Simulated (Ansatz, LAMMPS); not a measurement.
**Glassy 97GeO2-3Na2O (mol %) (93 atoms) under strain**

Aim: relax glassy 97GeO2-3Na2O (mol %) (93 atoms), then change its volume and shape to read moduli from the stress.

Calculated with Ansatz 0.2.0; Kohn-Sham DFT, PBE, PAW (set soft_2), plane waves.

## 1. The starting structure

The cell holds 93 atoms: 30 Ge, 2 Na and 61 O. Its edges and angles: a = 11.318 Å, b = 11.318 Å, c = 11.318 Å, α = 90.0°, β = 90.0°, γ = 90.0°. 93 atoms (30 Ge, 2 Na, 61 O) placed at random at 3.66 g/cm³, melted at 4000 K for 10 ps at fixed volume with the Morse and Coulomb pair potential with partial charges (Pedone, Malavasi, Menziani, Cormack and Segre, J. Phys. Chem. B 110, 11780 (2006)). Quenched from 4000 K to 300 K at 60 K/ps and fixed volume, held 10 ps at zero pressure.

Limits known from the start: The quench rate of 60 K/ps is orders of magnitude faster than experiment, which tends to freeze in extra defects. The network of bonds at the start is that of the classical potential that made the cell, and needn't be the one that DFT or experiment would give. Only the Γ point is sampled.

## 2. Single point at the start

The forces at the start show how far the geometry lies from a minimum of this functional.

Input file input.yaml:

```yaml
crystal:
  lattice:
    - [11.31791, 0.0, 0.0]
    - [0.0, 11.31791, 0.0]
    - [0.0, 0.0, 11.31791]
  atoms:
    - { symbol: Ge, position: [0.51642, 0.77886, 0.09233] }
    - { symbol: Ge, position: [0.79979, 0.56142, 0.64089] }
    - { symbol: Ge, position: [0.10573, 0.76439, 0.18824] }
    - { symbol: Ge, position: [0.73374, 0.85282, 0.68063] }
    - { symbol: Ge, position: [0.00578, 0.34943, 0.18547] }
    - { symbol: Ge, position: [0.35511, 0.39594, 0.91234] }
    - { symbol: Ge, position: [0.67897, 0.53717, 0.18554] }
    - { symbol: Ge, position: [0.07962, 0.754, 0.8263] }
    - { symbol: Ge, position: [0.73052, 0.01627, 0.3435] }
    - { symbol: Ge, position: [0.56748, 0.1606, 0.57437] }
    - { symbol: Ge, position: [0.7534, 0.4912, 0.91013] }
    - { symbol: Ge, position: [0.0763, 0.9961, 0.97971] }
    - { symbol: Ge, position: [0.1498, 0.77554, 0.5462] }
    - { symbol: Ge, position: [0.32872, 0.09585, 0.90126] }
    - { symbol: Ge, position: [0.55282, 0.81326, 0.44269] }
    - { symbol: Ge, position: [0.36898, 0.74716, 0.84729] }
    - { symbol: Ge, position: [0.24388, 0.19923, 0.28759] }
    - { symbol: Ge, position: [0.5263, 0.53833, 0.74518] }
    - { symbol: Ge, position: [0.91901, 0.57428, 0.35765] }
    - { symbol: Ge, position: [0.43274, 0.41624, 0.19999] }
    - { symbol: Ge, position: [0.30798, 0.30172, 0.55544] }
    - { symbol: Ge, position: [0.8339, 0.13223, 0.08995] }
    - { symbol: Ge, position: [0.63027, 0.00053, 0.92714] }
    - { symbol: Ge, position: [0.37086, 0.95942, 0.66449] }
    - { symbol: Ge, position: [0.35808, 0.58614, 0.44641] }
    - { symbol: Ge, position: [0.95091, 0.98515, 0.53187] }
    - { symbol: Ge, position: [0.7883, 0.28958, 0.72248] }
    - { symbol: Ge, position: [0.12589, 0.54494, 0.99848] }
    - { symbol: Ge, position: [0.32492, 0.90937, 0.28309] }
    - { symbol: Ge, position: [0.07206, 0.18861, 0.71684] }
    - { symbol: Na, position: [0.72446, 0.37166, 0.41072] }
    - { symbol: Na, position: [0.10133, 0.50147, 0.72018] }
    - { symbol: O, position: [0.93234, 0.25159, 0.72463] }
    - { symbol: O, position: [0.62471, 0.55412, 0.86144] }
    - { symbol: O, position: [0.66319, 0.87911, 0.35793] }
    - { symbol: O, position: [0.96528, 0.07241, 0.05314] }
    - { symbol: O, position: [0.58728, 0.659, 0.16106] }
    - { symbol: O, position: [0.7773, 0.5656, 0.29414] }
    - { symbol: O, position: [0.64473, 0.11056, 0.43732] }
    - { symbol: O, position: [0.27397, 0.05308, 0.2804] }
    - { symbol: O, position: [0.03742, 0.62748, 0.90109] }
    - { symbol: O, position: [0.58532, 0.41869, 0.2277] }
    - { symbol: O, position: [0.30476, 0.07362, 0.74822] }
    - { symbol: O, position: [0.75331, 0.51328, 0.05569] }
    - { symbol: O, position: [0.44938, 0.24743, 0.54674] }
    - { symbol: O, position: [0.09041, 0.71593, 0.67575] }
    - { symbol: O, position: [0.80709, 0.39608, 0.61391] }
    - { symbol: O, position: [0.40768, 0.86623, 0.77897] }
    - { symbol: O, position: [0.99977, 0.68015, 0.27259] }
    - { symbol: O, position: [0.06734, 0.87553, 0.09657] }
    - { symbol: O, position: [0.63229, 0.54256, 0.63762] }
    - { symbol: O, position: [0.84211, 0.94019, 0.61884] }
    - { symbol: O, position: [0.23496, 0.01489, 0.98557] }
    - { symbol: O, position: [0.74773, 0.07389, 0.20489] }
    - { symbol: O, position: [0.33127, 0.24622, 0.91702] }
    - { symbol: O, position: [0.03376, 0.07913, 0.61142] }
    - { symbol: O, position: [0.23733, 0.23743, 0.44009] }
    - { symbol: O, position: [0.04264, 0.86491, 0.49838] }
    - { symbol: O, position: [0.23289, 0.665, 0.48076] }
    - { symbol: O, position: [0.41399, 0.4388, 0.04984] }
    - { symbol: O, position: [0.17557, 0.65269, 0.1065] }
    - { symbol: O, position: [0.2314, 0.48598, 0.90592] }
    - { symbol: O, position: [0.45099, 0.41799, 0.79907] }
    - { symbol: O, position: [0.60618, 0.88886, 0.0303] }
    - { symbol: O, position: [0.67125, 0.20746, 0.67157] }
    - { symbol: O, position: [0.06105, 0.43674, 0.07589] }
    - { symbol: O, position: [0.44335, 0.72727, 0.97526] }
    - { symbol: O, position: [0.88043, 0.26817, 0.14592] }
    - { symbol: O, position: [0.09167, 0.13002, 0.8587] }
    - { symbol: O, position: [0.75274, 0.34717, 0.86563] }
    - { symbol: O, position: [0.48587, 0.67291, 0.43934] }
    - { symbol: O, position: [0.49758, 0.03497, 0.6091] }
    - { symbol: O, position: [0.79182, 0.71519, 0.68057] }
    - { symbol: O, position: [0.40619, 0.63414, 0.746] }
    - { symbol: O, position: [0.18985, 0.28776, 0.67398] }
    - { symbol: O, position: [0.48565, 0.06432, 0.91306] }
    - { symbol: O, position: [0.03659, 0.88543, 0.86872] }
    - { symbol: O, position: [0.2256, 0.74956, 0.86745] }
    [... 9 atom lines left out ...]
    - { symbol: O, position: [0.20955, 0.81233, 0.28557] }
    - { symbol: O, position: [0.68498, 0.92088, 0.80496] }
    - { symbol: O, position: [0.73178, 0.10268, 0.96873] }
    - { symbol: O, position: [0.97614, 0.44029, 0.30504] }
    - { symbol: O, position: [0.89161, 0.58468, 0.50374] }
    - { symbol: O, position: [0.26017, 0.88004, 0.5996] }
kpoints:
  mp_grid: { grid: [1, 1, 1] }
hamiltonian:
  xc: pbe
scf:
  occupations: { method: fermi_dirac, width: 0.05 }
output:
  forces: true
```

Command:

```console
$ ansatz run input.yaml --threads 4 --pin off --max-ram 8192MiB --backend cpu --events-out ev --progress --plain --runs-dir out
```

Numbers of over 12 decimals in the logs are rounded to 6 here.

What it wrote:

```text
Engine: ansatz 0.2.0, aarch64-unknown-linux-gnu
Pseudopotentials: kind: paw
Pseudopotential: Ge, paw, valence charge 14, recommended cutoff 420 eV (normal), Ge.paw.azcp
Pseudopotential: Na, paw, valence charge 9, recommended cutoff 420 eV (normal), Na.paw.azcp
Pseudopotential: O, paw, valence charge 6, recommended cutoff 420 eV (normal), O.paw.azcp
[... 5 lines on functional and potentials left out ...]
Crystal: 93 atoms, lattice volume = 1449.769 Å³
Basis set: ecut = 420 eV, 28353 PW (Γ), exchange–correlation on 160×160×160 points (8 copies of the dense FFT grid, shifted against one another)
Bands: 495, of which v1, the nominal top of the filled ones, is band 402 counted from 1 (401 counted from 0)
Symmetry: 1 space group operations
Space group: P1 (ITA 1), of the structure as read, at distance tolerance 1.1e-4 Å
k-points: 1
[... 7 lines on functional and potentials left out ...]
Initial density: superposition of atomic densities (neutral atoms: chi_scale 0, normalization atom), corrected by the library's trained network
Initial wavefunctions: pseudopotential atomic-orbital guess
Functional: x = pbe(κ = 0.804, μ = 0.219515), c = pbe(β = 0.066725)
SCF iter   1: F=—  HF=-166412.751216 eV  |F-HF|=—  |Δ(HF+E_count)|=         —  Δρ=3.07e-3  dr2=1.38e-1  ethr=1.77e-3  ⟨swp⟩=6.0  Hψ=1947  notcnv=0  defer=51
preconditioner: auto → Resta (q_TF=auto, 2.473 Å⁻¹)  ε∞=2.7  [insulator: Δε(μ)=1.336 eV  Ē_g=21.022 eV  σ=0.050 eV  W_gap=1.00  n_scr=364 (ndim 8)  ℏωp=27.6 eV  f_vac=0.270  D(μ)=0.00/eV (n_scr^D=0)  ε∞_Penn≈2.7]
SCF iter   2: F=—  HF=-166412.738899 eV  |F-HF|=—  |Δ(HF+E_count)|=   1.23e-2  Δρ=1.63e-3  dr2=2.53e-2  ethr=1.72e-5  ⟨swp⟩=2.0  Hψ=757  notcnv=0  defer=81
SCF iter   3: F=—  HF=-166412.739243 eV  |F-HF|=—  |Δ(HF+E_count)|=   3.44e-4  Δρ=6.54e-4  dr2=7.08e-3  ethr=3.15e-6  ⟨swp⟩=2.0  Hψ=600  notcnv=0  defer=52
automatic band count: iteration 3 solves 466 bands in place of 495: the levels show a gap, and the empty bands left out lie too high to hold charge; the band table lists the bands solved (type scf.n_extra_bands for more)
SCF iter   4: F=—  HF=-166412.739699 eV  |F-HF|=—  |Δ(HF+E_count)|=   4.56e-4  Δρ=2.10e-4  dr2=6.72e-4  ethr=8.80e-7  ⟨swp⟩=2.0  Hψ=595  notcnv=0  defer=52
SCF iter   5: F=—  HF=-166412.739726 eV  |F-HF|=—  |Δ(HF+E_count)|=   2.74e-5  Δρ=1.22e-4  dr2=2.09e-4  ethr=8.36e-8  ⟨swp⟩=2.0  Hψ=728  notcnv=0  defer=52
SCF iter   6: F=—  HF=-166412.739756 eV  |F-HF|=—  |Δ(HF+E_count)|=   2.96e-5  Δρ=3.39e-5  dr2=1.65e-5  ethr=2.60e-8  ⟨swp⟩=2.0  Hψ=599  notcnv=0  defer=52
SCF iter   7: F=—  HF=-166412.737352 eV  |F-HF|=—  |Δ(HF+E_count)|=   2.40e-3  Δρ=1.83e-5  dr2=4.33e-6  ethr=2.06e-9  ⟨swp⟩=2.0  Hψ=809  notcnv=0  defer=52
SCF iter   8: F=—  HF=-166412.737354 eV  |F-HF|=—  |Δ(HF+E_count)|=   1.48e-6  Δρ=5.04e-6  dr2=3.76e-7  ethr=5.38e-10  ⟨swp⟩=2.0  Hψ=610  notcnv=0  defer=52
SCF iter   9: F=-166412.737354 eV  HF=-166412.737354 eV  |F-HF|=1.94e-8  |Δ(HF+E_count)|=   2.08e-7  Δρ=2.41e-6  dr2=8.31e-8  ethr=1.24e-11  ⟨swp⟩=4.0  Hψ=1458  notcnv=0
SCF 1 converged in 9 iterations: F = -166412.737354 eV  dr2 = 8.31e-8
  greatest PAW one-centre occupation: 0.999 electrons in one spin orbital (limit 2), on the Na atom at site 31 (counted from 0), in its partial waves of l = 0
SCF converged after 9 iterations
Free energy (F): -166412.737354 eV
Harris-Foulkes:  -166412.737354 eV  (|F-HF|=1.94e-8)
Internal energy: -166412.737338 eV  (E = F + TS)
E sigma→0 (E₀):  -166412.737346 eV
Entropy (-TS):   -0.000016 eV (-0.000 meV/atom)
Fermi energy:    4.296733 eV
--- Per-component energies (eV) ---
  E_band       = -8445.898807
  E_kinetic    = 14314.699536
  E_local      = -127955.335741  (includes V_loc(G=0)·N_el)
  E_nonlocal   = 15976.736505
  E_hartree    = 54477.719575
  E_xc         = -6781.182425
  E_vxc        = -7706.137262  (∫ρ·V_xc dr)
  E_paw        = -71014.275673  (= ΣΔE_a)
  E_vpaw       = -12031.448595  (= ΣTr[D̂ρ^β])
  E_aug_tail   = 0.162556  (compensation charges beyond the density's cutoff)
  E_ewald      = -45431.261671
  E_smearing   = -0.000016  (= −TS)
  E_closure    = 0.000000  (closes the sum)
  Σ components = -166412.737354   (vs F -166412.737354, Δ=0.00e0)
--- Forces (eV/Å), atoms counted from 1 ---
  atom   1  Ge     1.55518648     0.93139267     0.08757518
  atom   2  Ge    -2.37292067    -0.51756595     0.65400226
  atom   3  Ge    -0.97785453    -1.57266249    -0.82688186
  atom   4  Ge    -0.10395074    -0.10436269    -1.30138643
  atom   5  Ge     0.31859133    -0.52260547     0.48497343
  atom   6  Ge     0.66350806    -1.00463388     1.64594445
  atom   7  Ge    -1.76336155     0.95945470    -1.27225409
  atom   8  Ge     1.56939388    -1.00507097    -0.67904951
  atom   9  Ge    -0.13769533     0.64408809     2.38708883
  atom  10  Ge     1.45403718    -1.70299804    -2.30642757
  atom  11  Ge    -0.99510286     0.55252294    -3.17871871
  atom  12  Ge     0.74130208    -0.85671131    -1.59981238
  atom  13  Ge     2.70919977     1.45402052     1.74252816
  atom  14  Ge     1.93085109     0.00398500    -1.98908307
[...]
atom  92  O      0.17851389     0.23929216     1.68219885
  atom  93  O     -0.90438278    -0.48665630    -1.27000957
  max |Σ_I F_I| component: 8.64e-5 eV/Å
```

Run time: 18 s. Hardware: 4 threads of Arm Neoverse V2, shared host; peak memory 2.1 GiB; 68 s of CPU time.

In the SCF lines HF is the Harris–Foulkes energy and dr2 the Hartree energy of the density residual, in eV; the loop may stop once dr2 is under the threshold and the program's other checks hold. Hψ counts applications of the Hamiltonian.

The r.m.s. force at the start is 1.2 eV/Å.

(Part 1 of 4 ends here.)

[Logs are printed without paths, hosts, clocks, repeated set-up lines and the standing remarks that a program may print on its own settings, such as how far it seeks lower states.]

[Hosts, paths, dates, database ids (printed as entryN), source tags and the programs' standing remarks are cut or masked in the printed files.]
